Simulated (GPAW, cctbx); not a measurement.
# By hand: from a DFT structure factor to an extinction distance in Y2TiFe3

Y2TiFe3, R-3m (no. 166), a = 5.3694 Å, b = 5.3694 Å, c = 12.4225 Å, α = 90.00°, β = 90.00°, γ = 120.00°.

| atom | mult. | x | y | z |
| --- | --- | --- | --- | --- |
| Y1 | 6 | 1/3 | 2/3 | 0.0421 |
| Fe1 | 9 | 2/3 | 5/6 | 5/6 |
| Ti1 | 3 | 0 | 0 | 0 |

The start was made by putting kin elements into a known structure type; the compound need not exist, or be stable, in this form.

A DFT run (GPAW, PBE, 450 eV, 5×5×5 k-points, Fermi–Dirac width 0.1 eV, spin-polarised) gives the static X-ray structure factor of 110 as 174.646 e for the conventional cell; superposed free atoms give 175.293 e. **Problem.** Find the Fourier component V of the crystal potential and the two-beam extinction distance at 80 kV in both cases.

## Step 1: Geometry

The cell volume is Ω = 310.16 Å³ and d(110) = 2.6847 Å, so g = 1/d = 0.3725 Å⁻¹.

## Step 2: The nuclei

Electrons feel nuclei as well as electrons, so the nuclear charges are summed with the same phases.

Phase sums Σ exp(2πi h·x), turned so that the total is real and positive: Y +6.000, Fe -3.000, Ti +3.000. Then F_Z = 39 × (+6.000) + 26 × (-3.000) + 22 × (+3.000) = 222.00 e. The electron term has the same sign for this reflection.

## Step 3: Mott–Bethe

Poisson's equation, term by term, gives V = (e/4πε₀)(F_Z − F)/(πΩg²), with e/4πε₀ = 14.3996 V Å.

The prefactor is 14.3996 × 2.6847²/(π × 310.16) = 0.10651 V per electron. Free atoms: (222.00 − 175.293) × 0.10651 = 4.975 V. Crystal: (222.00 − 174.646) × 0.10651 = 5.044 V. F changes by -0.37 % and V by +1.4 %: the same 0.65 e is measured against F_Z − F = 46.7 e in place of F = 175.3 e.

## Step 4: Extinction distance

In the two-beam case ξ = 1/(λU) with U = 2γm₀eV/h², that is ξ = 150.41 V Å²/(γλV).

At 80 kV, λ = 0.04176 Å and γ = 1.1566. Free atoms: ξ = 626 Å. Crystal: ξ = 617 Å. The thickness fringes go as sin²(πt/ξ), so the two patterns slip by a quarter of a period when t|1/ξ₁ − 1/ξ₀| = 1/4, at t ≈ 1130 nm, thicker than usual samples. Thermal motion, absorption and many-beam coupling, left out here, change a real pattern.

## Step 5: Answer

V(110) is 5.04 V against 4.97 V, and ξ is 617 against 626 Å. Limits: static atoms, two beams; a ferromagnetic start is the only order tried, and the real ground state may be antiferromagnetic or insulating.
